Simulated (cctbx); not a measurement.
# Reading a Patterson map

Space group P-62m (no. 189), a = 7.4430 Å, b = 7.4430 Å, c = 4.2150 Å, α = 90.00°, β = 90.00°, γ = 120.00°, content La3 Cu3 Sc3.

The data are simulated with cctbx, not measured: Mo Kα, λ = 0.71073 Å, to d = 0.7 Å, 95 % of the full sphere, strongest reflection 70000 counts, noise from counting, a 6 % proportional error and a noise floor of 4 counts (s.d.); no absorption.

Patterson synthesis, origin scaled to 1000:

```text
Patterson group P 6/m m m
      u       v       w   height  length (A)
  0.000   0.000   0.000   1000.0     0.00
  0.165   0.583   0.000    250.1     3.87
  0.078   0.336   0.500    130.2     3.09
  0.000   0.417   0.000    127.4     3.10
  0.333   0.667   0.500    110.6     4.79
  0.156   0.400   0.500     80.0     3.35
  0.333   0.667   0.000     64.5     4.30
  0.250   0.499   0.000     25.8     3.22
  0.000   0.000   0.234     15.7     0.99
  0.035   0.133   0.114     14.9     1.01
  0.044   0.089   0.200      9.4     1.02
  0.044   0.156   0.000      9.2     1.03
  0.148   0.296   0.368      5.6     2.46
  0.107   0.213   0.500      2.5     2.52
```

**Question.** Which atom pairs make the peaks, and where is the heaviest atom?

A peak at u stands for all pairs with xi − xj = u, with weight Σ ZiZj against Σ Z² = 13593 at the origin. Peak heights follow these weights only roughly, since form factors, motion and series ripples differ, all vectors within 0.55 Å of a peak are counted as merged into it though the farther ones add only part of their weight, and F(000) is left out, which lowers the whole map:

| u | v | w | shortest length (Å) | height | 1000 ΣZiZj/ΣZ² | pairs in the cell |
| --- | --- | --- | --- | --- | --- | --- |
| 0.165 | 0.583 | 0.000 | 3.87 | 250 | 239 | 1 × La–La |
| 0.078 | 0.336 | 0.500 | 3.10 | 130 | 122 | 1 × La–Cu |
| 0.000 | 0.417 | 0.000 | 3.10 | 127 | 122 | 1 × La–Cu |
| 0.333 | 0.667 | 0.500 | 4.78 | 111 | 124 | 2 × Cu–Cu |
| 0.156 | 0.400 | 0.500 | 3.35 | 80 | 210 | 1 × La–Cu, 1 × La–Sc |
| 0.333 | 0.667 | 0.000 | 4.29 | 64 | 62 | 1 × Cu–Cu |

The table stops at ten peaks or at a height of 45, below which ripples compete. In the model behind the data La, the heaviest element, has 1 independent site: (0, 0.5815, 1/2), up to an allowed shift of origin; the La–La vectors are differences of these positions and their symmetry mates. The whole model:

| atom | mult. | x | y | z | Ueq (Å²) |
| --- | --- | --- | --- | --- | --- |
| La1 | 3 | 0 | 0.5815 | 1/2 | 0.0053 |
| Cu1 | 2 | 2/3 | 1/3 | 0 | 0.0076 |
| Cu2 | 1 | 0 | 0 | 1/2 | 0.0048 |
| Sc1 | 3 | 0 | 0.2521 | 0 | 0.0044 |

This is a model crystal, built by substitution and not relaxed, with assumed displacement parameters.

[Logs are printed without paths, hosts, clocks, repeated set-up lines and the standing remarks that a program may print on its own settings, such as how far it seeks lower states.]
